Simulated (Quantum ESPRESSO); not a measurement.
**K2MnSe2: parallel and opposed starts**

Wanted: the moments of K2MnSe2 and the energy of each order that was tried.

Main program and level: Quantum ESPRESSO 7.5; PBEsol; plane waves with GBRV 1.5 PBEsol potentials, no spin-orbit coupling.

Most raw output is cut from this account.

## Step 1: Set-up

Symmetry: Ibam, No. 72, orthorhombic system. Conventional cell: a = 7.166 Å, b = 13.193 Å, c = 6.440 Å, α = 90.00°, β = 90.00°, γ = 90.00°. Nearest to K lie 6 Se at 3.28 to 3.89 Å and 2 Mn at 3.50 Å. Nearest to Mn lie 4 Se at 2.56 Å. Se has 2 Mn at 2.56 Å and 6 K at 3.28 to 3.89 Å nearest. Farther neighbours and most contacts between anions are not listed.

The cell comes from the Crystallography Open Database.

## Step 2: Run 1 (ferro ++)

The signs are those of the starting moments on the seeded atoms, the atoms that are given a moment.

pw.in reads:

```
&CONTROL
  calculation = 'scf'
  prefix = 'pwscf'
  outdir = './tmp'
  pseudo_dir = './pseudo'
  disk_io = 'nowf'
/
&SYSTEM
  ibrav = 0
  celldm(1) = 8
  nat = 10
  ntyp = 3
  ecutwfc = 40
  ecutrho = 280
  nbnd = 64
  occupations = 'smearing'
  smearing = 'fd'
  degauss = 0.00367493
  nspin = 2
  starting_magnetization(1) = 0
  starting_magnetization(2) = 0.3
  starting_magnetization(3) = 0
/
&ELECTRONS
  conv_thr = 2d-08
  electron_maxstep = 150
  mixing_beta = 0.3
/
ATOMIC_SPECIES
K      39.0983 k_pbesol_v1.4.uspp.F.UPF
Mn     54.9380 mn_pbesol_v1.5.uspp.F.UPF
Se     78.9710 se_pbesol_v1.uspp.F.UPF
CELL_PARAMETERS alat
  -0.8463610880668    1.5581972976367    0.7606147651619
   0.8463610880668   -1.5581972976367    0.7606147651619
   0.8463610880668    1.5581972976367   -0.7606147651619
ATOMIC_POSITIONS crystal
K       0.1463900000    0.3393000000    0.4856900000
K       0.8536100000    0.6607000000    0.5143100000
K       0.3536100000    0.8393000000    0.1929100000
K       0.6463900000    0.1607000000    0.8070900000
Mn      0.2500000000    0.2500000000    0.0000000000
Mn      0.7500000000    0.7500000000    0.0000000000
Se      0.8940800000    0.1982700000    0.0923500000
Se      0.1059200000    0.8017300000    0.9076500000
Se      0.6059200000    0.6982700000    0.3041900000
Se      0.3940800000    0.3017300000    0.6958100000
K_POINTS automatic
4 4 4 0 0 0
```

Run with:

```console
$ OMP_NUM_THREADS=1 mpirun -n 4 pw.x -nk 4 -in pw.in > pw.out
```

It took 4.2 min on 4 MPI ranks of Intel Xeon Platinum 8259CL at 2.50GHz (Skylake/Cascade Lake), shared host; peak memory 1.8 GiB; 17 min of CPU time.

Spin moment in the atom's sphere by atom:

| atom | spin moment in the atom's sphere (μB) |
| --- | --- |
| K1 | 0.02 |
| K2 | 0.02 |
| K3 | 0.02 |
| K4 | 0.02 |
| Mn5 | 4.15 |
| Mn6 | 4.15 |
| Se7 | 0.08 |
| Se8 | 0.08 |
| Se9 | 0.08 |
| Se10 | 0.08 |

Numbers from this step:

```yaml
smearing_term_ts: 1.37e-5 eV
magnetization: 10 μB
absolute_magnetization: 10.03 μB
final_state: ferromagnetic
```

## Step 3: Start 2: antiferro +−

pw.in: that of step 2 with these lines changed.

```diff
@@ -11,6 +11,6 @@
   nat = 10
-  ntyp = 3
+  ntyp = 4
   ecutwfc = 40
   ecutrho = 280
-  nbnd = 64
+  nbnd = 59
   occupations = 'smearing'
@@ -21,3 +21,4 @@
   starting_magnetization(2) = 0.3
-  starting_magnetization(3) = 0
+  starting_magnetization(3) = -0.3
+  starting_magnetization(4) = 0
 /
@@ -30,3 +31,4 @@
 K      39.0983 k_pbesol_v1.4.uspp.F.UPF
-Mn     54.9380 mn_pbesol_v1.5.uspp.F.UPF
+Mn1    54.9380 mn_pbesol_v1.5.uspp.F.UPF
+Mn2    54.9380 mn_pbesol_v1.5.uspp.F.UPF
 Se     78.9710 se_pbesol_v1.uspp.F.UPF
@@ -41,4 +43,4 @@
 K       0.6463900000    0.1607000000    0.8070900000
-Mn      0.2500000000    0.2500000000    0.0000000000
-Mn      0.7500000000    0.7500000000    0.0000000000
+Mn1     0.2500000000    0.2500000000    0.0000000000
+Mn2     0.7500000000    0.7500000000    0.0000000000
 Se      0.8940800000    0.1982700000    0.0923500000
```

Wall time 5.5 min (4 MPI ranks); peak memory 1.6 GiB.

Spin moment in the atom's sphere by atom:

| atom | spin moment in the atom's sphere (μB) |
| --- | --- |
| K1 | 0.00 |
| K2 | 0.00 |
| K3 | 0.00 |
| K4 | 0.00 |
| Mn5 | 4.00 |
| Mn6 | -4.00 |
| Se7 | 0.00 |
| Se8 | 0.00 |
| Se9 | 0.00 |
| Se10 | 0.00 |

Numbers from this step:

```yaml
smearing_term_ts: 3.48e-9 eV
magnetization: 0 μB
absolute_magnetization: 9.048 μB
final_state: antiferromagnetic
```

## Step 4: The states side by side

An order is kept where moments of 0.15 μB or more survive with the typed signs; meshes match where a doubled cell samples the same k points as the first cell.

Orders:

| start | final state | typed order kept | energy over the lowest (meV a seeded atom) | largest site moment (μB) | net moment (μB a cell of the first run) | mesh matched | CPU time (s) |
| --- | --- | --- | --- | --- | --- | --- | --- |
| ferro ++ | ferromagnetic | yes | 237.3 | 4.147 | 10 | yes | 1004 |
| antiferro +- | antiferromagnetic | yes | 0 | 3.998 | 0 | yes | 1318 |

## Step 5: The lowest state again, with its states saved

pw.in: that of step 3 with these lines changed.

```diff
@@ -5,3 +5,3 @@
   pseudo_dir = './pseudo'
-  disk_io = 'nowf'
+  disk_io = 'low'
 /
@@ -14,3 +14,3 @@
   ecutrho = 280
-  nbnd = 59
+  nbnd = 63
   occupations = 'smearing'
```

The job ended after 6.1 min (4 MPI ranks; peak memory 1.6 GiB; 24 min of CPU time).

Read from the output:

- smearing term TS: 3.48e-9 eV
- magnetization: 0 μB
- absolute magnetization: 9.049 μB
- final state: antiferromagnetic
- largest moment: 3.998 μB

## Step 6: Löwdin moments

projwfc.x projects the saved states on orthogonalised atomic orbitals of the pseudopotential files.

It took 6.3 s on 4 MPI ranks; peak memory 0.77 GiB; 25 s of CPU time.

| atom | moment in the sphere (μB) | Löwdin moment (μB) | Löwdin charge (e) |
| --- | --- | --- | --- |
| K1 | 0.000 | 0.000 | 8.706 |
| K2 | 0.000 | 0.000 | 8.706 |
| K3 | 0.000 | 0.000 | 8.706 |
| K4 | 0.000 | 0.000 | 8.706 |
| Mn5 | 3.998 | 4.460 | 15.193 |
| Mn6 | -3.998 | -4.460 | 15.193 |
| Se7 | 0.000 | 0.000 | 6.139 |
| Se8 | 0.000 | 0.000 | 6.139 |
| Se9 | 0.000 | 0.000 | 6.139 |
| Se10 | 0.000 | 0.000 | 6.139 |

## Step 7: What came out

```
lowest state found      : antiferromagnetic (from antiferro +-)
largest site moment     : 4.00 μB
next state with moments : ferromagnetic, 237 meV a seeded atom higher
```

What this shows: The largest moment reads 4.00 μB in the sphere and 4.46 μB by Löwdin projection; a site moment hangs on how space is shared out. This is the lowest of 2 collinear or spinless starts, no proof of the ground state.

[Logs and program files are shortened in this print: banners, set-up blocks, solver, clock and traceback lines can be left out without a mark of their own.]

[Logs are printed without paths, hosts, clocks, repeated set-up lines and the standing remarks that a program may print on its own settings, such as how far it seeks lower states.]

[Hosts, paths, dates, database ids (printed as entryN), source tags and the programs' standing remarks are cut or masked in the printed files.]

[Where a cell is said to come from a database of computed structures, the database is the Materials Project.]
